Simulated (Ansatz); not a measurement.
## CaH2S2 (built on the sites of a database entry of CaH2O2): phonons and vibrational spectra

How does CaH2S2 (built on the sites of a database entry of CaH2O2) vibrate, and is this structure a minimum?

Method: DFT PBEsol, scalar-relativistic, plane waves, PAW, in Ansatz 0.2.0.

Report form: the programs' logs are mostly left out.

The structure was built from a prototype and need not be the compound's stable phase.

**1. Set-up**

Symmetry: P-3m1, No. 164, trigonal system. The conventional cell has a = 3.838 Å, b = 3.838 Å, c = 5.252 Å, α = 90.00°, β = 90.00°, γ = 120.00°. Ca has 6 S at 2.53 Å nearest. Nearest to H lie 1 S at 1.02 Å. S has 1 H at 1.02 Å and 3 Ca at 2.53 Å nearest. Farther neighbours and most contacts between anions are not listed.

**2. Rough relaxation**

The start is far from rest, so a relaxation with loose tolerances brings it close first.

input.yaml

```yaml
crystal:
  lattice:
    - [3.83794, 0.0, 0.0]
    - [-1.91897, 3.32375, 0.0]
    - [0.0, 0.0, 5.25163]
  atoms:
    - { symbol: Ca, position: [0.0, 0.0, 0.0] }
    - { symbol: H, position: [0.3333333333, 0.6666666667, 0.5715] }
    - { symbol: H, position: [0.6666666667, 0.3333333333, 0.4285] }
    - { symbol: S, position: [0.3333333333, 0.6666666667, 0.7659] }
    - { symbol: S, position: [0.6666666667, 0.3333333333, 0.2341] }
kpoints:
  mp_grid: { grid: [6, 6, 4] }
hamiltonian:
  xc: pbesol
scf:
  occupations: { method: gaussian, width: 0.1 }
output:
  forces: true
  stress: true
  eigenvalues: true
relax:
  adjacent_minimum: "off"
  f_tol: 0.05
  max_steps: 80
  cell: { stress_tol: 0.5 }
```

The run is started by

```sh
ansatz run input.yaml --threads 8 --pin off --max-ram 14336MiB --backend cpu --events-out ev --progress --plain --runs-dir out
```

Run time: 2.9 s. Hardware: 8 threads of Intel Xeon Platinum 8375C at 2.90GHz (Ice Lake), shared host; peak memory 0.49 GiB; 16 s of CPU time.

The steps of the relaxation:

```
step  energy less that of the first step (eV)  largest force component (eV/Å)  pressure (GPa)  volume (Å³)
   1                                   0.0000                         20.8500           54.41        66.99
   2                                  -5.0594                          6.6152           19.53        76.46
   3                                  -6.1082                          2.6131            7.16        85.44
   4                                  -6.3692                          0.6355            1.73        91.57
   5                                  -6.3880                          0.0433           -0.32        93.86
   6                                  -6.3896                          0.0561           -0.03        92.78
   7                                  -6.3898                          0.0151            0.05        92.61
  8*                                  -6.4136                          0.0278            0.23        92.61
```

Relaxation steps marked * repeat the geometry before them on a plane-wave basis chosen anew for their cell, so energy and pressure can jump there.

The run keeps the 12 symmetry operations that it works with, so distortions that break them were not tested.

```
     cell as run  before  after   change
           a (Å)   3.838  4.309  +12.3 %
           b (Å)   3.838  4.309  +12.3 %
           c (Å)   5.252  5.758   +9.6 %
volume (Å³/atom)   13.40  18.52  +38.2 %
```

The atoms that moved most (Å, as changes of fractional coordinates times the final cell):

```
atom     dx     dy      dz  length
  H3  0.000  0.000   0.207   0.207
  H2  0.000  0.000  -0.207   0.207
  S5  0.000  0.000  -0.033   0.033
  S4  0.000  0.000   0.033   0.033
```

Final coordinates:

```cif
data_structure
_symmetry_space_group_name_H-M 'P 1'
_symmetry_Int_Tables_number 1
_cell_length_a 4.3094
_cell_length_b 4.3094
_cell_length_c 5.7580
_cell_angle_alpha 90.000
_cell_angle_beta 90.000
_cell_angle_gamma 120.000
_cell_volume 92.61
loop_
_atom_site_label
_atom_site_type_symbol
_atom_site_fract_x
_atom_site_fract_y
_atom_site_fract_z
_atom_site_occupancy
Ca1 Ca 0.00000 0.00000 0.00000 1
H2 H 0.33333 0.66667 0.53556 1
H3 H 0.66667 0.33333 0.46444 1
S4 S 0.33333 0.66667 0.77158 1
S5 S 0.66667 0.33333 0.22842 1
```

A gap read on the k-mesh alone can miss the band edges.

This step gave:

```yaml
pressure: 0.2340 GPa
gap_on_the_k_mesh: 3.188 eV
volume_per_atom: 18.52 Å³
direct_gap_on_mesh: 3.692 eV
```

In this step the volume went from 13.40 to 18.52 Å³/atom.

**3. Relaxation**

The cell and atoms are relaxed, since residual forces and stress would shift the frequencies.

input.yaml

```yaml
crystal:
  lattice:
    - [4.3093934498, 0.0, 0.0]
    - [-2.1546967249, 3.7320442024, 0.0]
    - [0.0, 0.0, 5.7580157708]
  atoms:
    - { symbol: Ca, position: [0.0, 0.0, 0.0] }
    - { symbol: H, position: [0.3333333333, 0.6666666667, 0.5355647924] }
    - { symbol: H, position: [0.6666666667, 0.3333333333, 0.4644352076] }
    - { symbol: S, position: [0.3333333333, 0.6666666667, 0.7715827058] }
    - { symbol: S, position: [0.6666666667, 0.3333333333, 0.2284172942] }
kpoints:
  mp_grid: { grid: [6, 6, 4] }
hamiltonian:
  xc: pbesol
scf:
  occupations: { method: gaussian, width: 0.02 }
output:
  forces: true
  stress: true
  eigenvalues: true
  write_density: true
  write_potential: true
  elf: true
  volumetric_format: npy
relax:
  adjacent_minimum: "off"
  f_tol: 0.005
  max_steps: 80
  cell: { stress_tol: 0.05 }
```

Run time: 1.9 s. Hardware: 8 threads; peak memory 0.51 GiB.

Relaxation path:

```
step  energy less that of the first step (eV)  largest force component (eV/Å)  pressure (GPa)  volume (Å³)
   1                                   0.0000                          0.0277            0.23        92.61
   2                                  -0.0003                          0.0138           -0.10        93.68
   3                                  -0.0001                          0.0318            0.03        93.87
   4                                  -0.0004                          0.0025            0.00        93.61
  5*                                  -0.0007                          0.0027            0.00        93.61
```

Relaxation steps marked * repeat the geometry before them on a plane-wave basis chosen anew for their cell, so energy and pressure can jump there. Relaxation step 3 was tried and not accepted.

Forces are held to the 12 operations that the run works with; a distortion that breaks them can't arise in this run.

```
conventional cell, symmetrised  before  after  change
                         a (Å)   4.309  4.325  +0.4 %
                         b (Å)   4.309  4.325  +0.4 %
                         c (Å)   5.758  5.780  +0.4 %
              volume (Å³/atom)   18.52  18.72  +1.1 %
```

The atoms that moved most (Å, as changes of fractional coordinates times the final cell):

```
atom     dx     dy      dz  length
  H3  0.000  0.000  -0.012   0.012
  H2  0.000  0.000   0.012   0.012
  S5  0.000  0.000  -0.006   0.006
  S4  0.000  0.000   0.006   0.006
```

Final coordinates:

```xyz
5
Lattice="4.3245 0.0000 0.0000 -2.1623 3.7451 0.0000 0.0000 0.0000 5.7799" Properties=species:S:1:pos:R:3 pbc="T T T"
Ca    0.0000    0.0000    0.0000
H     0.0000    2.4968    3.1077
H     2.1623    1.2484    2.6722
S     0.0000    2.4968    4.4662
S     2.1623    1.2484    1.3137
```

Numbers from this step:

- pressure: -0.001032 GPa
- gap on the k-mesh: 3.219 eV
- volume per atom: 18.72 Å³
- direct gap on mesh: 3.720 eV

ELF in the ac plane at fractional y = 0.333, with atoms of H and S within 0.2 Å of it. It is the smooth field of the valence electrons, not physical close to the nuclei.

Ten even steps from '0' (0.17 × 1e-1) to '9' (9.93 × 1e-1), each cell a mean:
```
00000000011000
22222100000001
55665420000013
77887530000025
67877520000014
46665310000002
23432100111000
01210002576300
00000016999720
00000038999841
00000247999853
20002467788765
51004777524787
62014888302788
51003798624898
20001588867886
00000257777763
00000013444420
```
Columns run along a (4.3 Å), rows up along c (5.8 Å). Atoms in or near the plane, at fractional coordinates: H at (0.67, 0.46), S at (0.67, 0.23).

Electrostatic potential energy in the ac plane at fractional y = 0.333, with atoms of H and S within 0.2 Å of it. With pseudopotentials it is smooth inside the atoms' cores, unlike the true potential.

Ten even steps from '0' (-33 eV) to '9' (8 eV), each cell a mean:
```
88888999999999
98889999999999
99999999999999
99999999999999
99999999999999
99999999999999
99999999999999
99999999988999
99999999625899
99999998402899
99999998635899
99999996312589
99999983000279
99999971021069
99999982000169
99899986211589
98888998767899
88888999999999
```
Columns run along a (4.3 Å; values clipped at the 3rd and 97th percentile), rows up along c (5.8 Å). Atoms in or near the plane, at fractional coordinates: H at (0.67, 0.46), S at (0.67, 0.23).

Valence density in the ac plane at fractional y = 0.333, with atoms of H and S within 0.2 Å of it. It is the smooth field of the valence electrons, not physical close to the nuclei.

Ten even steps from '_' (0.0 e/Å³) to '@' (1.4 e/Å³), each cell a mean:
```
____________________________
__......____________________
__........__________________
..........__________________
__........__________________
____________________________
____________________________
__________________..________
________________::==--..____
______________..++@@**::____
____________..::**@@##--..__
____________..==##%%##++::..
__________..::****++****--..
__________..--##++..==##==::
__________..--####==**##==::
__________..::==******++--..
____________..::------::..__
________________......______
```
Columns run along a (4.3 Å), rows up along c (5.8 Å). Atoms in or near the plane, at fractional coordinates: H at (0.67, 0.46), S at (0.67, 0.23).

In this step the volume went from 18.52 to 18.72 Å³/atom.

**4. Tight relaxation**

Phonons need a cell at rest on their own settings, so the relaxation is repeated with tight tolerances on forces and stress on the k mesh and occupations of the first response run.

input.yaml

```yaml
crystal:
  lattice:
    - [4.3245051439, 0.0, 0.0]
    - [-2.162252572, 3.7451313134, 0.0]
    - [0.0, 0.0, 5.7799385183]
  atoms:
    - { symbol: Ca, position: [0.0, 0.0, 0.0] }
    - { symbol: H, position: [0.3333333333, 0.6666666667, 0.5376687878] }
    - { symbol: H, position: [0.6666666667, 0.3333333333, 0.4623312122] }
    - { symbol: S, position: [0.3333333333, 0.6666666667, 0.7727057677] }
    - { symbol: S, position: [0.6666666667, 0.3333333333, 0.2272942323] }
kpoints:
  mp_grid: { grid: [6, 6, 4] }
hamiltonian:
  xc: pbesol
scf:
  occupations: { method: fixed }
output:
  forces: true
  stress: true
  eigenvalues: true
relax:
  adjacent_minimum: "off"
  f_tol: 0.001
  max_steps: 60
  cell: { stress_tol: 0.01 }
```

Wall time 2 s (8 threads); peak memory 0.49 GiB; 11 s of CPU time.

Little changed from the start: no atom moved by 0.005 Å and no cell edge by 0.1 %.

Numbers from this step:

| Item | Value |
| --- | --- |
| pressure | 6.23e-4 GPa |
| gap on the k-mesh | 3.222 eV |
| volume per atom | 18.73 Å³ |
| direct gap on mesh | 3.724 eV |

The largest force component left is 0.17 meV/Å and the pressure is 0.001 GPa, within the tolerances set. The cell now holds 18.73 Å³/atom.

**5. Modes at Γ**

The zone centre comes first: it holds the modes that light can see, as far as symmetry allows. The response to a homogeneous field gives the Born charges and the dielectric tensor, and its change with displacement the Raman tensors.

input.yaml

```yaml
crystal:
  lattice:
    - [4.3236979803, 0.0, 0.0]
    - [-2.1618489902, 3.7444322892, 0.0]
    - [0.0, 0.0, 5.7849619197]
  atoms:
    - { symbol: Ca, position: [0.0, 0.0, 0.0] }
    - { symbol: H, position: [0.3333333333, 0.6666666667, 0.5379721974] }
    - { symbol: H, position: [0.6666666667, 0.3333333333, 0.4620278026] }
    - { symbol: S, position: [0.3333333333, 0.6666666667, 0.7727854978] }
    - { symbol: S, position: [0.6666666667, 0.3333333333, 0.2272145022] }
kpoints:
  mp_grid: { grid: [6, 6, 4] }
hamiltonian:
  xc: pbesol
scf:
  occupations: { method: fixed }
output:
  eigenvalues: true
phonons:
  method: dfpt
  dielectric: true
  rigid_motions: translations
  raman: true
```

Wall time 57 s (8 threads); peak memory 1.8 GiB; 6.9 min of CPU time.

This step gave:

```yaml
sum_rule_residual_before_enforcement: 1.23e-4 eV/Å²
miss_of_the_charge_sum_rule: 5.23e-4 e
estimated_error_of_the_dielectric_tensor: 0.008802
estimated_error_of_the_born_charges: 0.01086 e
point_group: -3m
highest_optical_mode_at_the_zone_centre_no_lo_to_term: 2563 cm⁻¹
lowest_optical_zone_centre_mode: 153.5 cm⁻¹
mean_high_frequency_dielectric_constant: 3.692
largest_born_charge_third_of_the_trace: 2.218 e
mean_static_dielectric_constant: 5.857
top_of_the_zone_centre_spectrum_with_the_field: 2568 cm⁻¹
```

Without the LO-TO term. Patterns of degenerate modes are one choice out of their space. The modes at Γ (shares of kinetic energy by element, %):

```
mode  frequency (cm⁻¹)  symmetry  Ca %  H %  S %
   1               0.0  acoustic    38    2   60
   2               0.0  acoustic    38    2   60
   3               0.0  acoustic    38    2   60
   4             153.5        Eg     0    1   99
   5             153.5        Eg     0    1   99
   6             202.6       A1g     0    3   97
   7             205.8        Eu    34   56   11
   8             205.8        Eu    34   56   11
   9             226.5       A2u    62    1   37
  10             250.2        Eu    29   42   29
  11             250.2        Eu    29   42   29
  12             464.6        Eg     0   99    1
  13             464.6        Eg     0   99    1
  14            2557.4       A1g     0   97    3
  15            2562.7       A2u     0   97    3
```

Displacements in mode 4 (153.5 cm⁻¹), the largest set to 1:
```
Ca1  0.00  0.00  0.00
H2   0.45 -0.58  0.00
H3  -0.45  0.58  0.00
S4   0.79 -1.00  0.00
S5  -0.79  1.00  0.00
```

Displacements in mode 11 (250.2 cm⁻¹), the largest set to 1:
```
Ca1  0.18  0.00  0.00
H2   1.00  0.00  0.00
H3   1.00  0.00  0.00
S4  -0.15  0.00  0.00
S5  -0.15  0.00  0.00
```

Optical modes at the zone centre, without and with the macroscopic field of the longitudinal modes; each column is sorted by frequency, so a row need not hold one and the same mode. Modes with and without the field, by row:

```
rank among optical modes  no field (cm⁻¹)  q along (1, 0, 0) (cm⁻¹)  q along (0, 0, 1) (cm⁻¹)
                       1            153.5                     153.5                     153.5
                       2            153.5                     153.5                     153.5
                       3            202.6                     202.6                     202.6
                       4            205.8                     205.8                     205.8
                       5            205.8                     210.9                     205.8
                       6            226.5                     226.5                     250.2
                       7            250.2                     250.2                     250.2
                       8            250.2                       317                     264.9
                       9            464.6                     464.6                     464.6
                      10            464.6                     464.6                     464.6
                      11             2557                      2557                      2557
                      12             2563                      2563                      2568
```

Born charge (rows field, columns displacement) (e), principal values of the symmetric part by kind of site:

```
atom  atoms with these values    low  middle   high   mean
 Ca1                        1   1.76    2.45   2.45   2.22
  H2                        2   0.12    0.12   0.26   0.17
  S4                        2  -1.34   -1.34  -1.15  -1.28
```

In full for Ca1:

```
2.45 0.00 0.00
0.00 2.45 0.00
0.00 0.00 1.76
```

High-frequency dielectric tensor:

```
3.79 0.00 0.00
0.00 3.79 0.00
0.00 0.00 3.49
```

Static dielectric tensor (ions relaxed, fixed cell):

```
6.39 0.00 0.00
0.00 6.39 0.00
0.00 0.00 4.79
```

Transverse modes. Infrared lines, with heights relative to the strongest:

```
position (cm⁻¹)  label  relative intensity
            154     Eg                 0.0
            203    A1g                 0.0
            206     Eu                  18
            226    A2u                  26
            250     Eu                 100
            465     Eg                 0.0
           2557    A1g                 0.0
           2563    A2u                  35
```

Activity x (w_L - w)^4 (n + 1)/w, 532 nm, 300 K; modes without the macroscopic field alone. Lines of the Raman spectrum (strongest = 100):

```
position (cm⁻¹)  label  relative intensity
            154     Eg                 2.6
            203    A1g                  15
            206     Eu                 0.0
            226    A2u                 0.0
            250     Eu                 0.0
            465     Eg                  44
           2557    A1g                 100
           2563    A2u                 0.0
```

Before it was imposed, the acoustic sum rule was missed by 1.2e-4 eV/Å² and the charge sum rule by 5.2e-4 e. Small misses are needed for a sound result but don't prove that mesh and cutoff are converged. The lowest optical mode is real, 154 cm⁻¹.

(Continued in part 2 of 2.)

[Logs are printed without paths, hosts, clocks, repeated set-up lines and the standing remarks that a program may print on its own settings, such as how far it seeks lower states.]

[Hosts, paths, dates, database ids (printed as entryN), source tags and the programs' standing remarks are cut or masked in the printed files.]
